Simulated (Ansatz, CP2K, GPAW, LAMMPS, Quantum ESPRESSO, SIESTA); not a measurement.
## Running liquid dimethyl sulfoxide spread through a cell built with a gap at 340 K (190 atoms) with GPAW

Aim: run liquid dimethyl sulfoxide spread through a cell built with a gap at 340 K (190 atoms) in GPAW and see how near its forces come to a plane-wave reference, and at what cost.

Calculated with GPAW 26.7.0; the method is named at each step.

## Step 1: The starting structure

The cell holds 190 atoms: 38 C, 19 S, 19 O and 114 H. Cell: a = 12.050 Å, b = 12.050 Å, c = 27.432 Å, α = 90.0°, β = 90.0°, γ = 90.0°. 19 dimethyl sulfoxide placed at random, at 1.1 g/cm³, as a film with 12 Å of vacuum; overlaps pushed apart, then 10 ps at 390 K with MMFF94 bonds, angles, torsions, charges and radii (Halgren, J. Comput. Chem. 17, 490 (1996)) in harmonic and 12-6 forms. Snapshot after 20 ps at 340 K and fixed volume. The structure's axis is c.

The yardstick, on the same geometry:

* method: Kohn-Sham DFT, PBE, SSSP efficiency 1.3.0 pseudopotentials, plane waves (Quantum ESPRESSO 7.5); sssp-pbe-1.3.0-efficiency, cutoffs 60/480 Ry, Γ point
* r.m.s. force component: 0.8557 eV/Å
* longest force: 3.697 eV/Å
* gap (highest filled to lowest empty level): 3.613 eV
* time: 1.5 h on 1 thread of Arm Neoverse V1, shared host
* CPU time: 1.5 h

## Step 2: PBE, LCAO dzp, h 0.18 Å

Method: Kohn-Sham DFT, PBE, PAW, atomic orbitals (dzp).

Contents of run.py:

```python
import numpy as np
from ase.io import read
from gpaw import GPAW, FermiDirac
from ase.parallel import parprint as print

atoms = read("structure.xyz")
atoms.calc = GPAW(
    mode="lcao",
    basis="dzp",
    h=0.18,
    xc="PBE",
    kpts={"size": (1, 1, 1), "gamma": True},
    occupations=FermiDirac(0.05),
    maxiter=200,
    symmetry={"point_group": False},
    txt="gpaw.txt",
)
energy = atoms.get_potential_energy(force_consistent=True)
forces = atoms.get_forces()
print(f"energy {energy:.6f} eV")
print("forces (eV/A)")
for i, (a, f) in enumerate(zip(atoms, forces)):
    print(f"{i:4d} {a.symbol:2s} {f[0]:10.5f} {f[1]:10.5f} {f[2]:10.5f}")
print(f"Fermi level {atoms.calc.get_fermi_level():.4f} eV")
for k in range(len(atoms.calc.get_ibz_k_points())):
    for s in range(atoms.calc.get_number_of_spins()):
        e = atoms.calc.get_eigenvalues(kpt=k, spin=s)
        n = np.searchsorted(e, atoms.calc.get_fermi_level())
        print(f"k {k} spin {s} levels about the Fermi level:", np.round(e[max(n - 6, 0):n], 4).tolist(), "|", np.round(e[n:n + 6], 4).tolist())
```

Contents of structure.xyz:

```xyz
190
Lattice="12.05035 0.00000 0.00000 0.00000 12.05035 0.00000 0.00000 0.00000 27.43201" Properties=species:S:1:pos:R:3 pbc="T T T"
C 7.34300 9.87466 19.25014
S 7.61004 11.47073 18.31800
C 6.78411 11.03077 16.86602
O 9.05174 11.49712 17.96742
H 7.75982 9.02125 18.55035
H 6.26642 9.68354 19.48194
H 8.01830 9.76030 20.11864
H 7.30191 10.31293 16.30696
H 6.62769 12.02950 16.30998
H 5.81152 10.55394 17.25199
C 5.53786 4.83327 0.24634
S 6.32318 3.24287 0.12482
C 4.75748 2.38958 0.26993
O 7.01150 3.04548 1.46816
H 6.19617 5.65740 0.57059
H 4.78953 4.74157 0.98179
H 4.98366 4.88859 26.79092
H 4.03410 2.68602 27.01340
H 4.43091 2.34415 1.30631
H 5.00861 1.42363 27.26714
C 6.42175 2.86774 23.10132
S 5.86912 4.23449 22.03339
C 6.92919 5.50749 22.78558
O 4.39380 4.50804 22.18344
H 7.49508 2.91161 23.20254
H 6.11338 1.94324 22.72879
H 6.04361 3.03211 24.07543
H 7.90491 5.05464 22.99049
H 6.43947 5.97649 23.63185
H 7.01909 6.26932 22.01035
C 3.59052 10.80338 21.28230
S 3.57787 11.25033 22.98501
C 3.13152 0.92956 22.69615
O 4.93896 11.13862 23.62856
H 4.35476 11.43819 20.81239
H 2.62336 10.96811 20.79950
H 3.87491 9.74922 21.14103
H 3.19732 1.27975 23.73637
H 2.05410 0.94680 22.36806
H 3.81357 1.44062 21.98237
C 7.70632 9.83730 23.71854
S 9.02318 8.65107 23.58714
C 10.19255 9.57461 24.63724
O 9.42012 8.75048 22.16150
H 8.06964 10.79350 23.61238
H 7.54954 9.84538 24.76864
H 6.90774 9.44615 23.09638
H 11.19947 9.24190 24.36182
H 9.98902 9.44844 25.69392
H 10.02300 10.61732 24.43726
C 3.45170 6.25112 19.73980
S 4.71627 6.95799 18.71604
C 4.05735 6.29775 17.16256
O 6.09398 6.39886 18.94455
H 3.64366 5.17876 19.83828
H 2.44417 6.50153 19.42378
[... 130 atom lines left out ...]
H 4.39814 10.66348 11.38264
H 8.57479 11.44434 10.30758
H 7.35674 11.46482 8.92226
H 7.43037 10.09988 9.94849
```

Started as:

```bash
$ OMP_NUM_THREADS=1 mpirun -np 4 gpaw python run.py > output.txt
```

Output:

```text
energy -909.128792 eV
forces (eV/A)
   0 C     0.70283   -1.52122   -1.74690
   1 S    -1.23058   -0.16167    2.75305
   2 C    -3.53266    1.61852    0.17074
   3 O     2.97160    0.36719   -0.53436
   4 H    -0.90635    1.15518    0.67272
   5 H     0.19185    0.09009    0.02304
   6 H    -0.07478    0.60594    0.48665
   7 H     1.43452   -1.55576   -1.33754
   8 H    -0.07539   -1.30834    0.29908
   9 H     0.41265    0.70923   -0.77864
  10 C     1.29369    0.35530    0.82376
  11 S     0.63124    0.41015    0.10042
  12 C     1.47792   -1.48936    0.12960
  13 O     0.72937   -0.45456    0.45890
  14 H     0.35675    0.13133   -0.64339
  15 H    -1.37971   -0.22873    1.93152
  16 H    -0.85091    1.03331   -2.42520
  17 H    -2.04017    1.53012   -1.54181
  18 H    -0.18362    0.03082    0.71714
  19 H     0.17722   -1.27732    0.38276
  20 C     0.22376    1.97960   -0.05626
  21 S     2.04014   -0.81160   -1.67618
  22 C    -0.67741   -0.11528   -0.61525
  23 O    -1.31819    0.17037    0.71755
[...]
182 C     0.22454    0.33932   -0.38139
 183 O     1.20495   -1.79045    3.74240
 184 H     0.67051   -1.34759   -0.21563
 185 H    -1.17821    1.56588   -1.70262
 186 H     0.49875   -0.18367   -0.82537
 187 H     0.73135    0.16210   -0.12010
 188 H     0.02859    0.79480   -0.88673
 189 H     0.25433   -1.37577    0.28697
Fermi level -0.7216 eV
k 0 spin 0 levels about the Fermi level: [-2.2353, -2.2151, -2.2077, -2.1771, -2.1352, -1.969] | [2.0643, 2.1663, 2.2948, 2.3527, 2.3628, 2.4489]
```

gpaw.txt:

```text
Input parameters:
  mode=LCAO(),
  basis={'default': 'dzp'},
  h=0.18,
  kpts=MonkhorstPack(size=(1, 1, 1), gamma=True),
  maxiter=200,
  occupations=Occupations(name='fermi-dirac', width=0.05, fixmagmom=False),
  symmetry=Symmetry(point_group=False),
  xc=XC(name='PBE')
Unit cell  # Å
| periodic |         x |         y |         z |   lengths |    angles |
|----------|-----------|-----------|-----------|-----------|-----------|
|      yes | 12.050350 |  0.000000 |  0.000000 | 12.050350 | 90.000000 |
|      yes |  0.000000 | 12.050350 |  0.000000 | 12.050350 | 90.000000 |
|      yes |  0.000000 |  0.000000 | 27.432010 | 27.432010 | 90.000000 |
Number of symmetries: 1
Symmetry operations  # r_c * U_cc + t_c -> r_c
|   | kind |            matrix            |
|---|------|------------------------------|
| 0 |  E   |  1, 0, 0,  0, 1, 0,  0, 0, 1 |
BZ-sampling:
  Number of BZ points: 1
  Number of IBZ points: 1
  Monkhorst-Pack size: [1, 1, 1]
  Monkhorst-Pack shift: [0, 0, 0]
[... lines left out ...]
        l=0, rc=6.4219 Bohr: 1s-sz confined orbital
        l=0, rc=3.6094 Bohr: 1s-dz split-valence wave
        l=1, rc=6.4219 Bohr: p-type Gaussian polarization
      Number of RI-basis functions 0
Reference energy: -285544.718659  # eV
eigensolver:
density mixing:
  MSR1-Mixer
occupation numbers:
  Fermi-Dirac:
    width: 0.0500  # eV
FastPoissonSolver using
    Stencil: 6*3+1=19 point O(h^6) finite-difference Laplacian
xc functional:
  name: PBE with 2 nearest neighbor stencil
interpolation: tri-quintic # 5. degree polynomial
Initialization done in: 14.684 s
convergence criteria:
- Maximum [total energy] change in last 3 cyles: 0.0005 eV / valence electron
- Maximum integral of absolute [dens]ity change: 0.0001 electrons / valence electron
- Maximum integral of absolute [eigenst]ate change: 4e-08 eV^2 / valence electron
maximum number of iterations: 200
SCF iterations
|iter     |      energy | eigst |  dens |
|---------|-------------|-------|-------|
|iter:   1| -981.313153 |      c|       |
|iter:   2| -964.339744 |      c| -0.69 |
|iter:   3| -910.223861 |      c| -0.73 |
|iter:   4| -909.376497 |      c| -1.30 |
|iter:   5| -909.180499 |      c| -1.69 |
|iter:   6| -909.128808 |      c| -2.39 |
|iter:   7| -909.128762c|      c| -2.82 |
|iter:   8| -909.128845c|      c| -3.24 |
|iter:   9| -909.128792c|      c| -3.63 |
|iter:  10| -909.128792c|      c| -4.23c|
Converged in 10 steps
SCF loop duration: 61.445 s (6.144 s/step)
Energy contributions relative to reference atoms: (reference = -285544.718659)
Energy contributions:
  Kinetic:         829.963478
  Coulomb:        -848.293640
  Zero:              2.404423
  External:          0.000000
  Xc:             -893.203052
  Entropy:          -0.000000
  Spinorbit:         0.000000
  ----------------------------
  Free energy:    -909.128792
  Extrapolated:   -909.128792
dipole moment: (-16.539739, 50.337671, -332.011418)  # |e|*Ang
Fermi level: -0.722
Eigenvalues  # (at kpt = [0.000, 0.000, 0.000])
| band index |      eig [eV] | occ [0-2] |
|------------|---------------|-----------|
|          0 |       -23.632 |     2.000 |
|        ... |               |           |
|        239 |        -2.329 |     2.000 |
|        240 |        -2.290 |     2.000 |
[...]
|        254 |         2.480 |     0.000 |
|        ... |               |           |
|        300 |         4.036 |     0.000 |
Gap: 4.033 eV
Transition (v -> c):
  (s=0, k=0, n=246, [0.00, 0.00, 0.00]) -> (s=0, k=0, n=247, [0.00, 0.00, 0.00])
No difference between direct/indirect transitions
Force computation time: 8.668  # s
```

Elapsed: 90 s, on 4 MPI ranks of Arm Neoverse V1, shared host; peak memory 3.6 GiB; 5.9 min of CPU time.

Banners, paths, timers and routine set-up lines are dropped from the logs unmarked, and long logs keep their key lines alone; longer cuts are marked.

Numbers from this run, and their distance from the reference:

```yaml
r_m_s_force_component: 1.065 eV/Å
r_m_s_difference_of_force_components: 439.6 meV/Å
longest_difference_of_force_vectors: 1700 meV/Å
force_difference_over_r_m_s_force: 51.37 %
slope_of_forces_against_the_reference_s: 1.143
correlation_of_force_components: 0.9181
spacing_of_highest_filled_and_lowest_empty_level: 4.033 eV
gap_difference: 0.4204 eV
```

This run lies far from the reference in forces at the same functional.

Length of the force difference by element (eV/Å):

| element | atoms | mean | most |
| --- | --- | --- | --- |
| C | 38 | 0.31 | 0.61 |
| H | 114 | 0.54 | 0.79 |
| O | 19 | 1.5 | 1.7 |
| S | 19 | 1.3 | 1.6 |

Levels nearest the highest filled one (eV from it): -0.27, -0.25, -0.24, -0.21, -0.17, 0.00, 4.03, 4.14, 4.26, 4.32, 4.33, 4.42.

Local excerpt of 13 atoms (numbers count through the whole input) about O34, picked at random; x, y, z are measured from there.

| atom | x | y | z | distance (Å) | bonds | Fx | Fy | Fz (eV/Å) |
| --- | --- | --- | --- | --- | --- | --- | --- | --- |
| O34 | 0.00 | 0.00 | 0.00 | 0.00 | 1 | 1.11 | 0.29 | -0.17 |
| S32 | -1.36 | 0.11 | -0.64 | 1.51 | 3 | -2.17 | -0.75 | 1.20 |
| H47 | 1.97 | -1.69 | -0.53 | 2.65 | 1 | -0.80 | 0.26 | -0.21 |
| C31 | -1.35 | -0.34 | -2.35 | 2.73 | 4 | 1.00 | -0.26 | -1.01 |
| C33 | -1.81 | 1.84 | -0.93 | 2.74 | 4 | -0.33 | -0.26 | -0.02 |
| H38 | -1.74 | 2.19 | 0.11 | 2.80 | 1 | 0.05 | 0.83 | 0.17 |
| H35 | -0.58 | 0.30 | -2.82 | 2.89 | 1 | 0.37 | 0.21 | -0.54 |
| H37 | -1.06 | -1.39 | -2.49 | 3.04 | 1 | 0.06 | -0.39 | 0.12 |
| C41 | 2.77 | -1.30 | 0.09 | 3.06 | 4 | -0.06 | -2.60 | 0.66 |
| H40 | -1.13 | 2.35 | -1.65 | 3.08 | 1 | -0.06 | 0.23 | 0.12 |
| H46 | 2.61 | -1.29 | 1.14 | 3.13 | 1 | -1.37 | -0.38 | 2.02 |
| H45 | 3.13 | -0.35 | -0.02 | 3.15 | 1 | 1.04 | 3.13 | -1.48 |
| H26 | 1.17 | 2.85 | -0.90 | 3.22 | 1 | -0.82 | -2.26 | -1.02 |

Atoms are counted from 1 here, from 0 in the log.

Forces lie 51 % from the reference's, at 0.065 times its CPU time (on 4 against 1 cores).

## Step 3: RPBE, LCAO dzp, h 0.18 Å

Method: Kohn-Sham DFT, RPBE, PAW, atomic orbitals (dzp).

run.py, as its differences from that of step 2:

```diff
@@ -10,3 +10,3 @@
     h=0.18,
-    xc="PBE",
+    xc="RPBE",
     kpts={"size": (1, 1, 1), "gamma": True},
```

structure.xyz is that of step 2.

Output:

```text
energy -879.025293 eV
forces (eV/A)
   0 C     0.68807   -1.65149   -1.65409
   1 S    -1.31562    0.01603    2.88956
   2 C    -3.65120    1.57082    0.03725
   3 O     3.16417    0.41795   -0.56361
   4 H    -0.92380    1.16583    0.67688
   5 H     0.21240    0.09510    0.03607
[...]
187 H     0.76942    0.16756   -0.13067
 188 H     0.03863    0.80871   -0.92625
 189 H     0.29520   -1.39703    0.26581
Fermi level -0.6217 eV
k 0 spin 0 levels about the Fermi level: [-2.1563, -2.1403, -2.1261, -2.0979, -2.0585, -1.8921] | [2.2028, 2.2972, 2.4348, 2.4817, 2.4958, 2.5782]
```

gpaw.txt:

```text
Input parameters:
  mode=LCAO(),
  basis={'default': 'dzp'},
  h=0.18,
  kpts=MonkhorstPack(size=(1, 1, 1), gamma=True),
  maxiter=200,
  occupations=Occupations(name='fermi-dirac', width=0.05, fixmagmom=False),
[... lines left out ...]
  Fermi-Dirac:
[... lines left out ...]
convergence criteria:
- Maximum [total energy] change in last 3 cyles: 0.0005 eV / valence electron
[... lines left out ...]
Converged in 10 steps
[... lines left out ...]
  Free energy:    -879.025293
[... lines left out ...]
Fermi level: -0.622
[... lines left out ...]
|        ... |               |           |
|        239 |        -2.244 |     2.000 |
|        240 |        -2.203 |     2.000 |
[...]
|        254 |         2.613 |     0.000 |
|        ... |               |           |
|        300 |         4.180 |     0.000 |
Gap: 4.095 eV
Transition (v -> c):
  (s=0, k=0, n=246, [0.00, 0.00, 0.00]) -> (s=0, k=0, n=247, [0.00, 0.00, 0.00])
No difference between direct/indirect transitions
Force computation time: 8.469  # s
```

It took 79 s on 4 MPI ranks; peak memory 3.7 GiB.

Compared with the plane-wave run:

| Property | Result |
| --- | --- |
| r.m.s. force component | 1.087 eV/Å |
| r.m.s. difference of force components | 469.8 meV/Å |
| longest difference of force vectors | 1929 meV/Å |
| force difference over r.m.s. force | 54.9 % |
| slope of forces against the reference's | 1.155 |
| correlation of force components | 0.91 |
| gap (highest filled to lowest empty level) | 4.095 eV |
| gap difference | 0.482 eV |

Against the first run (51 %), the force difference from the reference is 55 %, at 0.89 times the CPU time; the model has changed, so this is no error of the program alone.

## Step 4: PBE, LCAO dzp, h 0.18 Å, other mixer settings

Method: Kohn-Sham DFT, PBE, PAW, atomic orbitals (dzp).

run.py, as its differences from that of step 3:

```diff
@@ -2,3 +2,3 @@
 from ase.io import read
-from gpaw import GPAW, FermiDirac
+from gpaw import GPAW, FermiDirac, Mixer
 from ase.parallel import parprint as print
@@ -10,5 +10,6 @@
     h=0.18,
-    xc="RPBE",
+    xc="PBE",
     kpts={"size": (1, 1, 1), "gamma": True},
     occupations=FermiDirac(0.05),
+    mixer=Mixer(0.1, 5, 50),
     maxiter=200,
```

structure.xyz is that of step 3.

Output:

```text
energy -909.128793 eV
forces (eV/A)
   0 C     0.70256   -1.52266   -1.74550
   1 S    -1.23198   -0.15458    2.75646
   2 C    -3.53336    1.61843    0.16996
   3 O     2.97340    0.36837   -0.53432
   4 H    -0.90664    1.15522    0.67301
   5 H     0.19192    0.08985    0.02294
   6 H    -0.07482    0.60587    0.48674
   7 H     1.43443   -1.55542   -1.33715
   8 H    -0.07545   -1.30828    0.29945
   9 H     0.41246    0.70927   -0.77846
  10 C     1.29142    0.35740    0.82354
  11 S     0.63736    0.40626    0.09588
[...]
185 H    -1.17813    1.56587   -1.70203
 186 H     0.49857   -0.18349   -0.82525
 187 H     0.73118    0.16228   -0.11989
 188 H     0.02879    0.79493   -0.88637
 189 H     0.25442   -1.37543    0.28725
Fermi level -0.7716 eV
k 0 spin 0 levels about the Fermi level: [-2.2353, -2.2149, -2.2077, -2.1768, -2.1348, -1.969] | [2.0646, 2.1665, 2.295, 2.3529, 2.363, 2.4492]
```

gpaw.txt:

```text
Input parameters:
  mode=LCAO(),
  basis={'default': 'dzp'},
  h=0.18,
  kpts=MonkhorstPack(size=(1, 1, 1), gamma=True),
  maxiter=200,
  mixer=Pulay(name='pulay', nmaxold=5, beta=0.1, weight=50, sigma=0.015, g_ss=None),
  occupations=Occupations(name='fermi-dirac', width=0.05, fixmagmom=False),
[... lines left out ...]
  Fermi-Dirac:
[... lines left out ...]
convergence criteria:
- Maximum [total energy] change in last 3 cyles: 0.0005 eV / valence electron
[... lines left out ...]
Converged in 15 steps
[... lines left out ...]
  Free energy:    -909.128793
[... lines left out ...]
Fermi level: -0.772
[... lines left out ...]
|          0 |       -23.632 |     2.000 |
|        ... |               |           |
|        239 |        -2.329 |     2.000 |
|        240 |        -2.290 |     2.000 |
[...]
|        254 |         2.481 |     0.000 |
|        ... |               |           |
|        300 |         4.036 |     0.000 |
Gap: 4.034 eV
Transition (v -> c):
  (s=0, k=0, n=246, [0.00, 0.00, 0.00]) -> (s=0, k=0, n=247, [0.00, 0.00, 0.00])
No difference between direct/indirect transitions
Force computation time: 8.771  # s
timing:  # [seconds]
  Total:  106.581  # ━━━━━━━━━━━━━━━━━━━━━━━━━━━━━━━━━━━━━━━━━━━━━━━━━━━━━━━━
  Init:    10.964  # ━━━━━━
  SCF:     86.837  # ━━━━━━━━━━━━━━━━━━━━━━━━━━━━━━━━━━━━━━━━━━━━━╸
  Forces:   8.771  # ━━━━╸
```

Run time: 1.8 min. Hardware: 4 MPI ranks; peak memory 3.6 GiB.

Compared with the plane-wave run:

```
r.m.s. force component                           : 1.066 eV/Å
r.m.s. difference of force components            : 439.9 meV/Å
longest difference of force vectors              : 1703 meV/Å
force difference over r.m.s. force               : 51.41 %
slope of forces against the reference's          : 1.143
correlation of force components                  : 0.918
gap (highest filled to lowest empty level) : 4.034 eV
gap difference                                   : 0.4207 eV
energy less the same-level run's                 : 0 meV/atom
r.m.s. force difference from the same-level run  : 1.763 meV/Å
```

This run lies far from the reference in forces at the same functional.

Against the first run (51 %), the force difference from the reference is 51 %, at 1.2 times the CPU time (15 SCF steps against 10): another solver or mixer reaches the same state.

## Step 5: The ladder

Differences are against the plane-wave reference, forces as r.m.s. over components; share is that over the reference's r.m.s. force, slope the least-squares factor from reference forces to these. Total energies of different programs have different zeros and aren't compared.

| run | Δ force, r.m.s. (meV/Å) | share (%) | slope | Δ gap (eV) | cores | CPU time | memory (GiB) |
| --- | --- | --- | --- | --- | --- | --- | --- |
| reference | - | - | - | - | 1 | 1.5 h | 16 |
| GPAW PBE, LCAO dzp, h 0.18 Å | 440 | 51.4 | 1.143 | 0.420 | 4 | 5.9 min | 3.6 |
| GPAW RPBE, LCAO dzp, h 0.18 Å | 470 | 54.9 | 1.155 | 0.482 | 4 | 5.2 min | 3.7 |
| GPAW PBE, LCAO dzp, h 0.18 Å, other mixer settings | 440 | 51.4 | 1.143 | 0.421 | 4 | 7.3 min | 3.6 |

CPU time is summed over cores on a shared host, where runs went side by side, so it is rough. Symmetry, cutoffs, thresholds, outputs and thread counts weren't matched or tuned between programs; memory under MPI is the largest rank's times the ranks.

Within one program, basis, potentials and functional, energies share a zero. Each run against its twin at the usual cutoff or grid and solver:

| run | twin | Δ energy (meV/atom) | Δ force, r.m.s. (meV/Å) | CPU time over the twin's |
| --- | --- | --- | --- | --- |
| GPAW PBE, LCAO dzp, h 0.18 Å, other mixer settings | LCAO dzp, h 0.18 Å | 0 | 1.76 | 1.2 |

## Step 6: Results

| Item | Value |
| --- | --- |
| nearest in forces | a tie at 51 % of 2 runs: GPAW PBE, LCAO dzp, h 0.18 Å; GPAW PBE, LCAO dzp, h 0.18 Å, other mixer settings |

What this shows: The PBE runs in local orbitals differ by 51 % in each run; basis, grid and potentials can all enter, and differences of this size make the forces unusable. Rows with another functional or a dispersion term differ by 55 % (GPAW RPBE, LCAO dzp, h 0.18 Å), which mixes the change of model with differences of basis and potentials. Of the electronic-structure runs that take under half the reference's CPU time, GPAW PBE, LCAO dzp, h 0.18 Å is among the nearest, at 51 % in 5.9 min against 1.5 h. At the same functional, the gap of these runs lies 0.42 eV above the reference's 3.61 eV. The network of contacts between molecules at the start is that of the classical potential that made the cell, and needn't be the one that DFT or experiment would give. The reference's PBE has no dispersion term, which matters for the binding between molecules or layers. The density was typed from a rule of thumb and may lie off the real one at this temperature. The electronic-structure runs sample only Γ, in a cell whose shortest periodic width is 12 Å.

[Also dropped from logs without a mark: logging warnings of Python, and SIESTA's first energy breakdown and zero terms.]

[Logs are printed without paths, hosts, clocks, repeated set-up lines and the standing remarks that a program may print on its own settings, such as how far it seeks lower states.]

[Hosts, paths, dates, database ids (printed as entryN), source tags and the programs' standing remarks are cut or masked in the printed files.]

[The MMFF94 radii named for the starting cell were scaled by 0.96; in molecules described by MMFF94, hydrogen bound to N, O or S took a small fixed 12-6 site in their place.]
